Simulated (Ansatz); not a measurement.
# Formation energy and levels of the vacancy V_N in GaN (F-43m), part 2 of 2

Wanted: the transition levels of a vacancy in GaN (F-43m), from a cell of 36 host atoms with 1 N taken out.

Ansatz; place-levels on r2SCAN runs: charge-transition levels and formation energies with image-charge correction and potential alignment at the atomic sites; PAW set soft_1.

So far: Starting point; The runs of each charge state.

## 3. place-levels, r2SCAN

A charged cell interacts with its images and the background, and its potential has another zero than the host's. place-levels removes the first by a point-charge model, screened by the static dielectric constant since the ions have relaxed around the charge, and the second by comparing potentials at atoms far from the defect.

The host is a run of the defect-free crystal in the same cutoffs, grids and k-points, so that basis and sampling errors cancel in part in the differences. The host is run in a cell of 2 atoms on a matching mesh. Its band edges are searched through the zone by a band path, so the gap is smaller than, or equal to, that on the mesh. Chemical potentials are energies per atom of N (N2 molecule), run with the same functional and cutoff.

levels.point.yaml reads:

```yaml
host:
  run: host.point.run
states: [qm1.point.run, q0_M1.point.run, qp1.point.run, qp2_M1.point.run, qp3.point.run, qp3_M2.point.run]
geometry_from:
  qm1.point.run: qm1.relax.run
  q0_M1.point.run: q0_M1.relax.run
  qp1.point.run: qp1.relax.run
  qp2_M1.point.run: qp2_M1.relax.run
  qp3.point.run: qp3.relax.run
  qp3_M2.point.run: qp3_M2.relax.run
  host.point.run: host.relax.run
chemical_potentials:
  "N":
    energy: -384.814403
    dataset: "<sha256 of the dataset>"
epsilon: 6.0
static_epsilon: 10.56
vertical:
  - { from: qm1.point.run, to: qm1.point_neutral.run }
  - { from: qp1.point.run, to: qp1.point_neutral.run }
  - { from: qp2_M1.point.run, to: qp2_M1.point_neutral.run }
  - { from: qp3.point.run, to: qp3.point_neutral.run }
  - { from: qp3_M2.point.run, to: qp3_M2.point_neutral.run }
```

Launch:

```bash
$ ansatz place-levels levels.point.yaml -- --threads 4 --pin off --max-ram 7536MiB
```

Output:

```text
[... repeated set-up lines and file paths are left out, and long positions are rounded to six places ...]
(+3/+2) 0.141 eV beneath the valence edge (-0.626 eV without the band-filling correction), in the valence band
(+2/+1) 0.058 eV beneath the valence edge (-0.702 eV without the band-filling correction), in the valence band
(+1/0) 2.428 eV above the valence edge, in the conduction band
(0/-1) 2.667 eV above the valence edge (+2.675 eV without the band-filling correction), in the conduction band
formation energy of charge +3: +1.988 eV with the Fermi level at the valence edge
formation energy of charge +2: +1.848 eV with the Fermi level at the valence edge
formation energy of charge +1: +1.789 eV with the Fermi level at the valence edge
formation energy of charge 0: +4.217 eV with the Fermi level at the valence edge
formation energy of charge -1: +6.884 eV with the Fermi level at the valence edge
vertical -1 to 0: no energy, since no alignment is typed
  the change from vertical[0].from (qm1.point.run) to vertical[0].to (qm1.point_neutral.run): by its potential at epsilon 6 it stands at 0.616 0.420 0.415, with an rms radius of about 1.9 Å (0.9 1.2 1.1 Å across the planes of the cell's vectors); [...]
vertical +1 to 0: no energy, since no alignment is typed
  the change from vertical[1].from (qp1.point.run) to vertical[1].to (qp1.point_neutral.run): by its potential at epsilon 6 it stands at 0.605 0.421 0.420, with an rms radius of about 2.1 Å (0.8 1.4 1.4 Å across the planes of the cell's vectors); [...]
vertical +2 to 0: no energy, since no alignment is typed
  the change from vertical[2].from (qp2_M1.point.run) to vertical[2].to (qp2_M1.point_neutral.run): by its potential at epsilon 6 it stands at 0.608 0.412 0.412, with an rms radius of about 2.4 Å (1.0 1.6 1.6 Å across the planes of the cell's vectors); [...]
vertical +3 to 0: no energy, since no alignment is typed
  the change from vertical[3].from (qp3.point.run) to vertical[3].to (qp3.point_neutral.run): by its potential at epsilon 6 it stands at 0.610 0.409 0.410, with an rms radius of about 3.0 Å (1.2 2.0 2.0 Å across the planes of the cell's vectors); [...]
vertical +3 to 0: no energy, since no alignment is typed
  the change from vertical[4].from (qp3_M2.point.run) to vertical[4].to (qp3_M2.point_neutral.run): by its potential at epsilon 6 it stands at 0.606 0.410 0.409, with an rms radius of about 3.0 Å (1.2 1.9 1.9 Å across the planes of the cell's vectors); [...]
  edges by r2scan, gap 2.164 eV; the host is sampled to repeats of 16.83 Å
  the defect's cells are sampled to repeats of 16.83 Å, like sampling
  charge +3: -74815.3552 eV with its correction of +0.929 eV, at epsilon 10.56, aligned at sites: -0.4626 eV, mean over 31 atomic sites at or beyond 3.18 Å from the host's site at [0.6249, 0.4168, 0.4168] by the defect at [0.6250, 0.4167, 0.4167], with [...]
  charge +2: -74806.5305 eV with its correction of +0.377 eV, at epsilon 10.56, aligned at sites: -0.3263 eV, mean over 31 atomic sites at or beyond 3.18 Å from the host's site at [0.6249, 0.4168, 0.4168] by the defect at [0.6250, 0.4167, 0.4167], with [...]
  charge +1: -74797.7819 eV with its correction of +0.001 eV, at epsilon 10.56, aligned at sites: -0.2569 eV, mean over 31 atomic sites at or beyond 3.18 Å from the host's site at [0.6249, 0.4168, 0.4168] by the defect at [0.6250, 0.4167, 0.4167], with [...]
  charge 0: +0.000 eV for its dipole among its images, +0.000 omitted
  charge -1: -74773.7771 eV with its correction of +0.436 eV, at epsilon 10.56, aligned at sites: -0.1783 eV, mean over 31 atomic sites at or beyond 3.18 Å from the host's site at [0.6249, 0.4168, 0.4168] by the defect at [0.6250, 0.4167, 0.4167], with [...]
  charge +3: states[4] (qp3.point.run) stands 0.544 eV higher, with a moment of 0.00 μB against 2.00
  states[4] (qp3.point.run): levels filled in part (TS 0.002 eV): its energy is of no whole electron's
  of states[5] (qp3_M2.point.run): it parts from the run at its places by a charge that spreads by about 1.9 Å along one vector (1.3 Å or more is wide), by its potential at epsilon 6, taken for that of held ions (one typed too small widens it), where the cell [...]
  of states[3] (qp2_M1.point.run): it parts from the run at its places by a charge that spreads by about 1.6 Å along one vector (1.3 Å or more is wide), by its potential at epsilon 6, taken for that of held ions (one typed too small widens it), where the cell [...]
  of states[2] (qp1.point.run): it parts from the run at its places by a charge that spreads by about 1.4 Å along one vector (1.3 Å or more is wide), by its potential at epsilon 6, taken for that of held ions (one typed too small widens it), where the cell [...]
  of states[1] (q0_M1.point.run): stability_check_not_made
  of states[0] (qm1.point.run): a band-filling correction moves a carrier to the host's band edge, which changes its energy by -0.009 eV; [...]
  of states[4] (qp3.point.run): it parts from the run at its places by a charge that spreads by about 2 Å along one vector (1.3 Å or more is wide), by its potential at epsilon 6, taken for that of held ions (one typed too small widens it), where the cell does [...]
  of vertical[0].to (qm1.point_neutral.run): stability_check_not_made
  of vertical[1].from (qp1.point.run): its displacements don't fall off away from the defect: farther atoms stand 0.012 Å off the host's places. [...]
  of vertical[1].to (qp1.point_neutral.run): its displacements don't fall off away from the defect: farther atoms stand 0.012 Å off the host's places. [...]
  of vertical[2].from (qp2_M1.point.run): its displacements don't fall off away from the defect: farther atoms stand 0.019 Å off the host's places. [...]
  of vertical[2].to (qp2_M1.point_neutral.run): its displacements don't fall off away from the defect: farther atoms stand 0.019 Å off the host's places. [...]
  vertical[3].from (qp3.point.run): levels filled in part (TS 0.002 eV): its energy is of no whole electron's
  of vertical[3].from (qp3.point.run): its displacements don't fall off away from the defect: farther atoms stand 0.026 Å off the host's places. [...]
  of vertical[3].to (qp3.point_neutral.run): its displacements don't fall off away from the defect: farther atoms stand 0.026 Å off the host's places. [...]
  of vertical[4].from (qp3_M2.point.run): its moments are held at its close (magnetization.spin_locking), by a field of 0.259 eV a Bohr magneton, and its energy and levels are of the state that this holds: a run that lets them go can end lower; [...]
  of vertical[4].to (qp3_M2.point_neutral.run): its moments are held at its close (magnetization.spin_locking), by a field of 0.048 eV a Bohr magneton, and its energy and levels are of the state that this holds: a run that lets them go can end lower; [...]
```

It took 0.61 s on 4 threads of Arm Neoverse V1, shared host.

Levels between the charges placed, in eV above the valence top:

```
        gap (eV)  (+3/+2)  (+2/+1)  (+1/0)  (0/−1)
r2SCAN      2.16    -0.14    -0.06    2.43    2.67
```

Corrections by state:

```
charge  moment (μB)  image terms and alignment (eV)  band filling (eV)  ε used  over the lowest of its charge, as the program ranks them, band filling apart (eV)
    +3          2.0                           0.929             -1.129   10.56                                                                              0.000
    +2          1.0                           0.377             -0.644   10.56                                                                              0.000
    +1          0.0                           0.001                  -   10.56                                                                              0.000
     0          1.0                           0.000                  -       -                                                                              0.000
    −1          0.0                           0.436             -0.009   10.56                                                                              0.000
    +3          0.0                           0.941                  -   10.56                                                                              0.544
```

The charged structures listed were also run neutral, and place-levels reads from each pair, by the potential or the spins, how wide the charge is by which they differ; that can be the carrier of either run.

```
charge  rms radius (Å)  spread where it is widest against the cell (Å)  wide from (Å)  reading
    +3             3.0                                            1.93           1.35     wide
    +2             2.4                                            1.56           1.35     wide
    +1             2.1                                            1.39           1.35     wide
    −1             1.9                                            0.90           0.90   narrow
```

The neutral runs of these pairs need not share the spin of the lowest neutral state, and very wide values only mean spread over the cell.

From the program's caveats on the states, each cut to its opening words:

- charge +3 (2 μB): it parts from the run at its places by a charge that spreads by about 1.9 Å along one vector (1.3 Å or more is wide), by its potential at epsilon 6, taken for [...]
- charge +3 (2 μB): a band-filling correction moves a carrier to the host's band edge, which changes its energy by -1.129 eV
- charge +3 (2 μB): its alignment with the host at atomic sites is doubtful: the mean over the far sites moves by +0.1441 eV from their farther parts to their nearer, more than [...]
- charge +3 (2 μB): the host's ions (past the first shell or, of a walk that freed a part, those that it held) aren't shown at rest: they stand up to 0.022 Å off their sites, 0.23 [...]
- charge +3 (2 μB): its moments are held at its close (magnetization.spin_locking), by a field of 0.259 eV a Bohr magneton, and its energy and levels are of the state that this [...]
- charge +3 (2 μB), +2 (1 μB), 0 (1 μB): flagged: stability check not made
- charge +2 (1 μB): it parts from the run at its places by a charge that spreads by about 1.6 Å along one vector (1.3 Å or more is wide), by its potential at epsilon 6, taken for [...]
- charge +2 (1 μB): a band-filling correction moves a carrier to the host's band edge, which changes its energy by -0.644 eV
- charge +2 (1 μB): the host's ions (past the first shell or, of a walk that freed a part, those that it held) aren't shown at rest: they stand up to 0.027 Å off their sites, 0.37 [...]
- charge +2 (1 μB): its displacements don't fall off away from the defect: farther atoms stand 0.019 Å off the host's places
- charge +1: it parts from the run at its places by a charge that spreads by about 1.4 Å along one vector (1.3 Å or more is wide), by its potential at epsilon 6, taken for [...]
- charge +1: the host's ions (past the first shell or, of a walk that freed a part, those that it held) aren't shown at rest: they stand up to 0.025 Å off their sites, 0.78 [...]
- charge +1: its displacements don't fall off away from the defect: farther atoms stand 0.012 Å off the host's places
- charge −1: a band-filling correction moves a carrier to the host's band edge, which changes its energy by -0.009 eV

Formation energies (eV), elemental references (Δμ(N) = 0.00 eV):

```
charge  Fermi level at the valence top  at the conduction bottom
    +3                            1.99                      8.48
    +2                            1.85                      6.17
    +1                            1.79                      3.95
     0                            4.22                      4.22
    −1                            6.88                      4.72
```

## 4. Effect of the sampling

The relaxations' own energies give the levels at their sampling, for comparison.

levels.relax_mesh.yaml reads:

```yaml
host:
  run: host.relax.run
states: [qm1.relax.run, q0_M1.relax.run, qp1.relax.run, qp2_M1.relax.run, qp3.relax.run, qp3_M2.relax.run]
chemical_potentials:
  "N":
    energy: -384.814403
    dataset: "<sha256 of the dataset>"
```

Launch:

```bash
$ ansatz place-levels levels.relax_mesh.yaml -- --threads 4 --pin off --max-ram 7536MiB
```

Output:

```text
(+3/+2) 0.000 eV above the valence edge (-0.932 eV without the band-filling correction), 2.158 eV under the conduction edge; not on the lower envelope
[...]
(+1/0) 2.505 eV above the valence edge, in the conduction band
[...]
formation energy of charge +3: +1.219 eV with the Fermi level at the valence edge
formation energy of charge +2: +1.219 eV with the Fermi level at the valence edge
formation energy of charge +1: +1.174 eV with the Fermi level at the valence edge
formation energy of charge 0: +3.678 eV with the Fermi level at the valence edge
formation energy of charge -1: +6.315 eV with the Fermi level at the valence edge
  edges by r2scan, gap 2.158 eV; the host is sampled to repeats of 8.42 Å
[... the lines on each state left out ...]
```

Run time: 0.17 s. Hardware: 4 threads.

Levels between neighbouring charges, in eV above the valence top:

```
                        gap (eV)  (+3/+2)  (+2/+1)  (+1/0)  (0/−1)
one point at (¼, ¼, ¼)      2.16     0.00    -0.05    2.50    2.64
  a 2×2×2 shifted mesh      2.16    -0.14    -0.06    2.43    2.67
```

Going from one point at (¼, ¼, ¼) to a 2×2×2 shifted mesh moves the levels that carry no band-filling term by up to 0.08 eV and formation energies against the elements by up to 0.77 eV; band-filling terms, which differ between samplings, are in these energies.

## 5. Results

```json
{"gap of the host": "2.16 eV (r2SCAN)", "level (plus 3/plus 2)": "0.14 eV below the valence top (-0.63 eV above the valence top without the band-filling term)", "level (plus 2/plus 1)": "0.06 eV below the valence top (-0.70 eV above the valence top without the band-filling term)", "level (plus 1/0)": "2.43 eV above the valence top, past the conduction bottom", "level (0/minus 1)": "2.67 eV above the valence top, past the conduction bottom (2.68 eV above the valence top without the band-filling term)", "lowest of the charges placed, just above the valence top (0.02 eV)": "+1", "lowest of the charges placed, just below the conduction bottom (0.02 eV)": "+1", "lowest formation energy at mid-gap of the charges run, elemental references": "2.87 eV"}
```

In words: Of the charges placed (−1, 0, +1, +2 and +3), +1 is the lowest from 0.02 eV above the valence top to 0.02 eV below the conduction bottom, a gap of 2.16 eV. States placed: +3 at 2 μB and 0 μB; +2 at 1 μB; +1 at 0 μB; 0 at 1 μB; −1 at 0 μB. Other spin states or structures, where not listed, weren't placed. The program finds carriers beyond a band edge of the host and adds a band-filling term at charge +2 (-0.64 eV) and +3 (-1.13 eV); steps to such a charge show no bound level, and a defect level inside a band would be read the same way. Going from one point at (¼, ¼, ¼) to a 2×2×2 shifted mesh moves the levels that carry no band-filling term by up to 0.08 eV and formation energies against the elements by up to 0.77 eV; band-filling terms, which differ between samplings, are in these energies. The program doubts the alignment of potentials for at least one state, a sign that the cell is small. Limits: the images are only 6.4 Å apart; r2SCAN makes the gap too small and tends to spread out bound carriers; where a gas molecule sets a chemical potential or the host's formation energy, its binding is uncorrected; force components of up to 0.98 eV/Å remain in a run at the final settings.

[Logs are printed without paths, hosts, clocks, repeated set-up lines and the standing remarks that a program may print on its own settings, such as how far it seeks lower states.]

[Hosts, paths, dates, database ids (printed as entryN), source tags and the programs' standing remarks are cut or masked in the printed files.]

[Where a table of states has a column of steps, it counts the stored structures, which are thinned; the runs took as many ionic steps or more.]

[A defect's name tells the site on which it was built; relaxed atoms can leave that site.]

[For some hosts the program warned that the k-mesh of the response run may be too coarse for force constants and the static dielectric constant; such warnings are not shown here.]
